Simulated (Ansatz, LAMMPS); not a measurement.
**Electronic structure of amorphous polyisobutylene (as short chains C22H46) at 500 K (136 atoms)**

What does DFT give for amorphous polyisobutylene (as short chains C22H46) at 500 K (136 atoms) as built?

Calculated with Ansatz 0.2.0; Kohn-Sham DFT, r2SCAN+D3(BJ), PAW (set soft_2), plane waves.

## (1) The starting structure

The cell holds 136 atoms: 44 C and 92 H. Cell: a = 10.986 Å, b = 10.986 Å, c = 10.986 Å, α = 90.0°, β = 90.0°, γ = 90.0°. 2 polyisobutylene chains of 5 units with methyl end groups placed at random, at 0.778 g/cm³; overlaps pushed apart, then 20 ps at 800 K with MMFF94 bonds, angles, torsions, charges and radii (Halgren, J. Comput. Chem. 17, 490 (1996)) in harmonic and 12-6 forms. Snapshot after 30 ps at 500 K and fixed volume.

Before any run, some limits are plain. The network of contacts between molecules at the start is that of the classical potential that made the cell, and needn't be the one that DFT or experiment would give. The density was typed from a rule of thumb and may lie off the real one at this temperature. The Brillouin zone is sampled at Γ only, in a cell whose shortest periodic width is 11 Å.

## (2) The classical run that made the cell

A classical potential supplies the starting structure, since it reaches far longer times than DFT.

This step: classical MD, MMFF94 bonds, angles, torsions, charges and radii (Halgren, J. Comput. Chem. 17, 490 (1996)) in harmonic and 12-6 forms; charges of ions scaled by 0.8 (LAMMPS 22 Jul 2025 - Update 4).

Contents of in.lmp:

```
# amorphous polyisobutylene
units real
atom_style full
boundary p p p
bond_style harmonic
angle_style harmonic
dihedral_style opls
improper_style harmonic
special_bonds lj 0 0 0.5 coul 0 0 0.75
read_data data.lmp
neigh_modify delay 0 every 1 check yes one 4000
comm_modify cutoff 12.0
timestep 0.5
thermo_style custom step time temp pe press density
thermo_modify norm yes
# push overlapping molecules apart
pair_style soft 2.6
pair_coeff * * 0.0
variable a equal ramp(1,60)
fix ad all adapt 1 pair soft a * * v_a
velocity all create 800 501249 mom yes dist gaussian
fix lim all nve/limit 0.03
fix lan all langevin 800 800 50 501250 zero yes
thermo 1000
run 3000 post no
unfix ad
pair_style lj/cut 9.0
pair_modify mix arithmetic tail yes
pair_coeff 1 1 0.0678 3.3680   # C
pair_coeff 2 2 0.0216 2.5400   # H
thermo 100
minimize 1e-5 1e-3 300 3000
reset_timestep 0
velocity all create 800 501251 mom yes dist gaussian
# [... 13 lines left out ...]
compute msd all msd com yes
thermo 7500
fix md all nvt temp 500 500 100
run 30000 post no
print "== T500: mean square displacement over the hold $(c_msd[4]:%.2f) A^2"
unfix md
uncompute msd
write_dump all custom T500.dump id type xs ys zs modify sort id
```

Launch:

```console
$ lmp -in in.lmp -log none -nocite
```

Numbers of over 12 decimals in the logs are rounded to 6 here.

The program printed:

```text
LAMMPS (22 Jul 2025 - Update 4)
Reading data file ...
  orthogonal box = (0 0 0) to (10.98597 10.98597 10.98597)
  136 atoms
  orthogonal box = (0 0 0) to (10.98597 10.98597 10.98597)
  134 bonds
  264 angles
  378 dihedrals
   Step          Time           Temp          PotEng         Press         Density
         0   0              800            1.2487049     -19587.819      0.7779994
      1000   500            575.44472      3.8868661      6648.6996      0.7779994
      2000   1000           655.59173      3.9762599      31910.169      0.7779994
      3000   1500           570.20623      4.1564896      31786.277      0.7779994
[... 30 lines left out ...]
   Step          Time           Temp          PotEng         Press         Density
[... 4 lines left out ...]
Loop time of 8.39295 s on 1 MPI rank(s) for 20000 steps with 136 atoms
   Step          Time           Temp          PotEng         Press         Density
[... 2 lines left out ...]
     52500   51500          486.51609      2.220445       1119.8558      0.7779994
     60000   59000          555.20132      2.0325541      7864.5356      0.7779994
     67500   66500          507.73638      2.012481      -971.22418      0.7779994
     72000   71000          497.91314      2.1968465      4442.0694      0.7779994
Loop time of 12.246 s on 1 MPI rank(s) for 30000 steps with 136 atoms
== T500: mean square displacement over the hold 13.57 A^2
```

Elapsed: 31 s, on 1 thread of Arm Neoverse V2, shared host; peak memory 0.13 GiB.

The input also reads data.lmp (atoms, bonds and types; not printed here).

## (3) Plane-wave single point

The electrons are solved once, with the atoms held.

Contents of input.yaml:

```yaml
crystal:
  lattice:
    - [10.98597, 0.0, 0.0]
    - [0.0, 10.98597, 0.0]
    - [0.0, 0.0, 10.98597]
  atoms:
    - { symbol: C, position: [0.13909, 0.89316, 0.30712] }
    - { symbol: C, position: [0.16331, 0.80153, 0.40416] }
    - { symbol: C, position: [0.12936, 0.66709, 0.38064] }
    - { symbol: C, position: [0.06062, 0.65191, 0.25855] }
    - { symbol: C, position: [0.04685, 0.62537, 0.47779] }
    - { symbol: C, position: [0.24496, 0.58209, 0.36464] }
    - { symbol: C, position: [0.31793, 0.52288, 0.4725] }
    - { symbol: C, position: [0.43622, 0.4877, 0.40268] }
    - { symbol: C, position: [0.35234, 0.62579, 0.56035] }
    - { symbol: C, position: [0.2334, 0.42431, 0.54071] }
    - { symbol: C, position: [0.29714, 0.31346, 0.6025] }
    - { symbol: C, position: [0.34744, 0.23394, 0.50449] }
    - { symbol: C, position: [0.3953, 0.36366, 0.6888] }
    - { symbol: C, position: [0.20242, 0.25871, 0.69187] }
    - { symbol: C, position: [0.2407, 0.13936, 0.76896] }
    - { symbol: C, position: [0.22138, 0.03635, 0.68111] }
    - { symbol: C, position: [0.36564, 0.12593, 0.80942] }
    - { symbol: C, position: [0.15513, 0.1283, 0.88095] }
    - { symbol: C, position: [0.17533, 0.19654, 0.00074] }
    - { symbol: C, position: [0.05264, 0.19189, 0.05759] }
    - { symbol: C, position: [0.21512, 0.32805, 0.99216] }
    - { symbol: C, position: [0.26078, 0.12447, 0.08429] }
    - { symbol: H, position: [0.16968, 0.99304, 0.33246] }
    - { symbol: H, position: [0.04068, 0.90624, 0.27746] }
    - { symbol: H, position: [0.20899, 0.86139, 0.23944] }
    - { symbol: H, position: [0.11854, 0.84269, 0.49188] }
    - { symbol: H, position: [0.26483, 0.80441, 0.41594] }
    - { symbol: H, position: [0.11819, 0.66535, 0.17792] }
    - { symbol: H, position: [0.97617, 0.70447, 0.24291] }
    - { symbol: H, position: [0.03753, 0.5548, 0.2469] }
    - { symbol: H, position: [0.0876, 0.654, 0.56873] }
    - { symbol: H, position: [0.96254, 0.68022, 0.46738] }
    [... 98 atom lines left out ...]
    - { symbol: H, position: [0.79949, 0.36366, 0.93944] }
    - { symbol: H, position: [0.80736, 0.49297, 0.87856] }
    - { symbol: H, position: [0.88397, 0.47317, 0.0122] }
    - { symbol: H, position: [0.52623, 0.43301, 0.96011] }
    - { symbol: H, position: [0.52896, 0.44654, 0.1248] }
    - { symbol: H, position: [0.60075, 0.33003, 0.0385] }
kpoints:
  mp_grid: { grid: [1, 1, 1] }
hamiltonian:
  xc: r2scan
  dispersion: d3bj
scf:
  occupations: { method: fixed }
output:
  forces: true
  stress: true
  populations: true
  dos:
    method: { smearing: { sigma: 0.08 } }
    de: 0.1
    projected: { site_lists: { C: [C], H: [H] } }
  eigenvalues: true
  write_density: true
  write_potential: true
  volumetric_format: npy
```

Launch:

```console
$ ansatz run input.yaml --threads 8 --pin off --max-ram 15872MiB --backend cpu --events-out ev --progress --plain --runs-dir out
```

The program printed:

```text
Warning: the engine holds no damping parameters fitted to this dispersion correction and functional, so the run takes those fitted to r2scan beside the three-body term, which d3bj leaves out (hamiltonian.dispersion, under Limitations)
Engine: ansatz 0.2.0, aarch64-unknown-linux-gnu
Pseudopotentials: kind: paw
Pseudopotential: C, paw, valence charge 4, recommended cutoff 500 eV (meta_gga), C.paw.azcp
Pseudopotential: H, paw, valence charge 1, recommended cutoff 500 eV (meta_gga), H.paw.azcp
Functional definition: r2SCAN
  parameter k0 = 0.174
  parameter k1 = 0.065
  parameter a1 = 4.9479
  exchange = r2scan_x(k0 = k0, k1 = k1, a1 = a1)
  correlation = r2scan_c
Crystal: 136 atoms, lattice volume = 1325.914 Å³
Basis set: ecut = 500 eV, 33641 PW (Γ), exchange–correlation on 324×324×324 points (64 copies of the dense FFT grid, shifted against one another)
Bands: 270, of which v1, the nominal top of the filled ones, is band 134 counted from 1 (133 counted from 0)
Symmetry: 1 space group operations
Space group: P1 (ITA 1), of the structure as read, at distance tolerance 1.1e-4 Å
k-points: 1
Non-local potential: C, projectors of the file, l = 0: 2, l = 1: 2, l = 2: 1
Non-local potential: H, projectors of the file, l = 0: 2, l = 1: 1
PAW form: soft (Blöchl's): semilocal exchange-correlation on the pseudo side does not see the compensation charge
PAW frozen core: C, regenerated for the run's functional (the file was generated under x = pbe(κ = 0.804, μ = 0.219515), c = pbe(β = 0.066725))
PAW one-centre angular grid: C, 302 points (default); XC on 239 of its mesh's 2573 points in the sphere
PAW one-centre angular grid: H, 302 points (default); XC on 160 Gauss nodes
Initial density: superposition of atomic densities (neutral atoms: chi_scale 0, normalization atom), corrected by the library's trained network
Initial wavefunctions: pseudopotential atomic-orbital guess
Functional: x = r2scan, c = r2scan; τ floored in thin density (d = 2e-4 eV/Å³)
SCF iter   1: F=—  HF=-12558.304498 eV  |F-HF|=—  |Δ(HF+E_count)|=         —  Δρ=6.32e-3  dr2=4.46e-1  dr2_τ=9.76e0  ethr=1.77e-3  ⟨swp⟩=4.0  Hψ=939  notcnv=0  defer=131
preconditioner: auto → Resta (q_TF=auto, 2.090 Å⁻¹)  ε∞=2.1  [insulator: Δε(μ)=5.023 eV  Ē_g=16.176 eV  n_scr=202 (ndim 8)  ℏωp=16.7 eV  f_vac=0.279  ε∞_Penn≈2.1]
SCF iter   2: F=—  HF=-12556.236134 eV  |F-HF|=—  |Δ(HF+E_count)|=    2.07e0  Δρ=3.19e-3  dr2=1.00e-1  dr2_τ=5.73e-3  ethr=1.67e-4  ⟨swp⟩=3.0  Hψ=453  notcnv=0  defer=134
SCF iter   3: F=—  HF=-12556.254874 eV  |F-HF|=—  |Δ(HF+E_count)|=   1.87e-2  Δρ=7.12e-4  dr2=1.06e-2  dr2_τ=9.69e-4  ethr=3.74e-5  ⟨swp⟩=3.0  Hψ=243  notcnv=0  defer=134
SCF iter   4: F=—  HF=-12556.263272 eV  |F-HF|=—  |Δ(HF+E_count)|=   8.40e-3  Δρ=2.96e-4  dr2=1.81e-3  dr2_τ=2.58e-4  ethr=3.97e-6  ⟨swp⟩=3.0  Hψ=277  notcnv=0  defer=134
SCF iter   5: F=—  HF=-12556.266694 eV  |F-HF|=—  |Δ(HF+E_count)|=   3.42e-3  Δρ=1.02e-4  dr2=2.41e-4  dr2_τ=1.08e-5  ethr=6.76e-7  ⟨swp⟩=3.0  Hψ=275  notcnv=0  defer=134
SCF iter   6: F=—  HF=-12556.267897 eV  |F-HF|=—  |Δ(HF+E_count)|=   1.20e-3  Δρ=2.27e-5  dr2=1.14e-5  dr2_τ=9.09e-7  ethr=8.98e-8  ⟨swp⟩=3.0  Hψ=263  notcnv=0  defer=134
SCF iter   7: F=—  HF=-12556.269522 eV  |F-HF|=—  |Δ(HF+E_count)|=   1.62e-3  Δρ=1.19e-5  dr2=2.52e-6  dr2_τ=2.80e-7  ethr=4.26e-9  ⟨swp⟩=2.0  Hψ=404  notcnv=0  defer=134
SCF iter   8: F=—  HF=-12556.269528 eV  |F-HF|=—  |Δ(HF+E_count)|=   6.18e-6  Δρ=2.63e-6  dr2=1.39e-7  dr2_τ=9.71e-9  ethr=9.40e-10  ⟨swp⟩=2.0  Hψ=276  notcnv=0  defer=134
SCF iter   9: F=-12556.269529 eV  HF=-12556.269529 eV  |F-HF|=7.41e-8  |Δ(HF+E_count)|=   1.31e-6  Δρ=8.13e-7  dr2=1.28e-8  dr2_τ=1.09e-9  ethr=3.73e-11  ⟨swp⟩=23.0  Hψ=2854  notcnv=0
SCF 1 converged in 9 iterations: F = -12556.269529 eV  dr2 = 1.28e-8
  greatest PAW one-centre occupation: 0.692 electrons in one spin orbital (limit 2), on the C atom at site 76 (counted from 0), in its partial waves of l = 0
WARN: The output density's exchange-correlation potential varies sharply where the density is thin. Do not read a vacuum level from v_tot or v_xc, or from such a field of the output density. On a cell that repeats whose density bears no net charge and no dipole along the vacuum's axis use v_es (v_loc + v_h of the components); [...]
SCF converged after 9 iterations
Free energy (F): -12556.269529 eV
Harris-Foulkes:  -12556.269529 eV  (|F-HF|=7.41e-8)
Internal energy: -12556.269529 eV  (E = F + TS)
E sigma→0 (E₀):  -12556.269529 eV
Fermi energy:    -1.998605 eV
--- Per-component energies (eV) ---
  E_band       = -2115.601442
  E_kinetic    = 5334.093831
  E_local      = -20003.518878  (includes V_loc(G=0)·N_el)
  E_nonlocal   = 1331.685753
  E_hartree    = 7729.729179
  E_xc         = -2940.653857
  E_vxc        = -4099.344352  (∫ρ·V_xc dr)
  E_paw        = -4493.148755  (= ΣΔE_a)
  E_vpaw       = -368.854449  (= ΣTr[D̂ρ^β])
  E_aug_tail   = -0.045823  (compensation charges beyond the density's cutoff)
  E_vtau       = 230.924956  (kinetic-family band-sum trace: ∫τ·v_τ [+ j·A + Jᵃ·Aᵃ] dr)
  E_ewald      = 489.628125
  E_disp       = -2.949060  (pairwise vdW)
  E_core_change = -1.090044  (= ΣΔE_core)
  E_smearing   = -0.000000  (= −TS)
  E_closure    = -0.000000  (closes the sum)
  Σ components = -12556.269529   (vs F -12556.269529, Δ=0.00e0)
--- Forces (eV/Å), atoms counted from 1 ---
  atom   1  C      0.74739517     2.02169970    -1.13769658
  atom   2  C      0.45208767     1.27605016     2.66350077
  atom   3  C      0.51691514    -0.58604838    -1.73643854
  atom   4  C     -0.05914118    -0.80755351    -0.96963334
  atom   5  C     -1.41904855    -0.78999225     1.60275055
  atom   6  C      0.00418873     0.24334015    -1.16698171
  atom   7  C      0.02105445     1.15437645    -0.25313232
  atom   8  C     -1.61232652    -2.49074717    -0.05554411
  atom   9  C     -3.40975017     0.87363933     0.70231908
  atom  10  C      0.90090817     1.44952701    -0.28980056
  atom  11  C     -1.04124243     2.17770258     0.73204749
  atom  12  C      0.06512838    -1.79867219     0.55333683
  atom  13  C     -2.42159708     3.16885140    -1.15659164
  atom  14  C      0.76632023    -0.39271751     0.91906418
[...]
atom 135  H     -0.08314619    -0.55443939    -1.23754103
  atom 136  H      0.70190682    -0.73832056     0.39528799
  max |Σ_I F_I| component: 9.41e-5 eV/Å
--- Stress (GPa, compression-positive) ---
        2.014380       0.478728       0.516088
        0.478728       2.246915      -1.625340
        0.516088      -1.625341      -0.508147
  P = ⅓ Tr σ = 1.2510 GPa (12.510 kbar)
--- Band table (eV) ---
  k-point 0: bands = ["-18.0424", "-18.0166", "-17.6738", "-17.6501", [... 254 levels ...], "11.2839", "11.3496", "11.4131", "11.4927", "11.5012", "11.5223", "11.5988", "11.6315", "11.7325", "11.7753", "11.7917", "11.8297"]
--- Löwdin populations: 136 sites ---
  site symbol       q [e]
     0      C      4.4052
     1      C      4.2329
     2      C      3.9121
[...]
135      H      0.8085
  spilling = 0.011288 (of n_electrons = 268.000000)
```

It took 19 s on 8 threads of Arm Neoverse V2, shared host; peak memory 3.1 GiB; 2.4 min of CPU time.

Reading the cycles: dr2 is the Hartree energy of the density residual (eV), the measure of convergence; HF is the Harris–Foulkes estimate of the energy, which meets the free energy F at convergence.

The program notes that the exchange-correlation potential is rough where the density is thin. Further notices: dispersion damping borrowed.

Numbers from this run:

- free energy: -12556.2695 eV
- free energy per atom: -92.3255 eV/atom
- SCF cycles: 9
- pressure: 1.251 GPa
- r.m.s. force component: 1.09 eV/Å
- longest force: 4.741 eV/Å
- Fermi energy: -1.999 eV
- gap (highest filled to lowest empty level): 5.298 eV
- spilling of the projection: 0.01129

Length of the force by element:

| element | coordination | atoms | mean length of the force (eV/Å) | spread | least | most |
| --- | --- | --- | --- | --- | --- | --- |
| C | all | 44 | 2.23 | 1.03 | 0.256 | 4.43 |
| H | all | 92 | 1.34 | 0.765 | 0.215 | 4.74 |

Löwdin charges by element (they lack the spilled electrons, 0.022 e an atom on average):

| element | coordination | atoms | mean charge (e) | spread | least | most |
| --- | --- | --- | --- | --- | --- | --- |
| C | all | 44 | -0.292 | 0.223 | -0.502 | 0.104 |
| H | all | 92 | 0.173 | 0.0186 | 0.12 | 0.209 |

States in the cell by windows of 1 eV, zero at the Fermi level; the larger projections on atomic orbitals stand beside the total:

| from (eV) | to (eV) | total | C p | H s | C s |
| --- | --- | --- | --- | --- | --- |
| -10 | -9 | 2.0 | 0.6 | 0.6 | 0.8 |
| -9 | -8 | 6.1 | 2.8 | 1.3 | 1.9 |
| -8 | -7 | 11.8 | 5.8 | 3.0 | 2.8 |
| -7 | -6 | 4.1 | 2.4 | 1.1 | 0.5 |
| -6 | -5 | 30.5 | 21.6 | 7.7 | 0.6 |
| -5 | -4 | 25.7 | 17.7 | 7.2 | 0.4 |
| -4 | -3 | 33.6 | 21.8 | 11.1 | 0.4 |
| -3 | -2 | 41.9 | 26.8 | 14.4 | 0.4 |
| -2 | -1 | 32.8 | 22.9 | 9.2 | 0.6 |
| -1 | 0 | 12.5 | 9.4 | 2.8 | 0.3 |
| 0 | 1 | 0.9 | 0.7 | 0.2 | 0.0 |
| 1 | 5 | 0.0 | 0.0 | 0.0 | 0.0 |

The curve was stored every 0.100 eV, coarse against its broadening of 0.08 eV, so these counts are rough.

With fixed occupations the program's Fermi level is the highest filled level; weight inside the gap is the broadening of levels at its edges.

Between -16 and -10 eV lie 66 more states.

The levels nearest the highest filled one (over half full), pooled over k-points and spins:

| level less the highest filled one (eV) | occupation |
| --- | --- |
| -0.874 | 2 |
| -0.824 | 2 |
| -0.711 | 2 |
| -0.647 | 2 |
| -0.162 | 2 |
| 0 | 2 |
| 5.30 | 0 |
| 6.21 | 0 |
| 6.29 | 0 |
| 6.37 | 0 |
| 6.45 | 0 |
| 6.48 | 0 |

Valence density in the ac plane at fractional y = 0.139, with atoms of C and H within 0.2 Å of it. It is the smooth field of the valence electrons, not physical close to the nuclei.

Ten even steps from '_' (0.0 e/Å³) to '@' (1.8 e/Å³), each cell a mean:
```
____..::==++==::..____________________....::..________________
____..--**%%++::__________________________..__________________
__::++%%@@@@**::......----..__________________________________
__--@@@@%%%%##++----**%%%%--..________________________________
__..::::--++%%%%%%%%@@@@@@==..________________________________
________..--##@@@@%%****##++::______________....::::..________
__________::==**++--::::----..__________..::--++%%%%--________
__________....::..______________________..--++##%%++::________
________________________________________..==####==::__________
______________________________________..--**%%++::____________
____________________....::::..______..==##%%**==::____________
________________..::::..::..________::##%%++==--::::....______
________________::--::..____________..::::....::--==++--::____
________________....__________________________..--**%%**--..__
____________________________________....________::==**##++::__
__________________________________::====::________..--**%%==__
__________________________________--##@@**::__________::--::__
________________________________..==@@@@@@++::________________
______________..::______________::**%%##**++::________________
____________::####::____________::==--::::..__________________
::::..____..--%%@@++::..______________________________________
####==::....==%%@@%%##==..________________....______________::
**%%++--::--**%%%%%%%%##::______________::++--..____________::
::--------==++++--::::::______________..--++--..____________..
```
Columns run along a (11.0 Å), rows up along c (11.0 Å). Atoms in or near the plane, at fractional coordinates: C at (0.24, 0.77), C at (0.37, 0.81), C at (0.16, 0.88), C at (0.26, 0.08), H at (0.07, 0.85), H at (0.35, 0.06), H at (0.25, 0.18), C at (0.62, 0.26), H at (0.81, 0.72), H at (0.63, 0.51), H at (0.91, 0.33), H at (0.70, 0.04).

(Part 1 of 2 ends here.)

[Logs are printed without paths, hosts, clocks, repeated set-up lines and the standing remarks that a program may print on its own settings, such as how far it seeks lower states.]

[Hosts, paths, dates, database ids (printed as entryN), source tags and the programs' standing remarks are cut or masked in the printed files.]

[The MMFF94 radii named for the starting cell were scaled by 0.96; in molecules described by MMFF94, hydrogen bound to N, O or S took a small fixed 12-6 site in their place.]
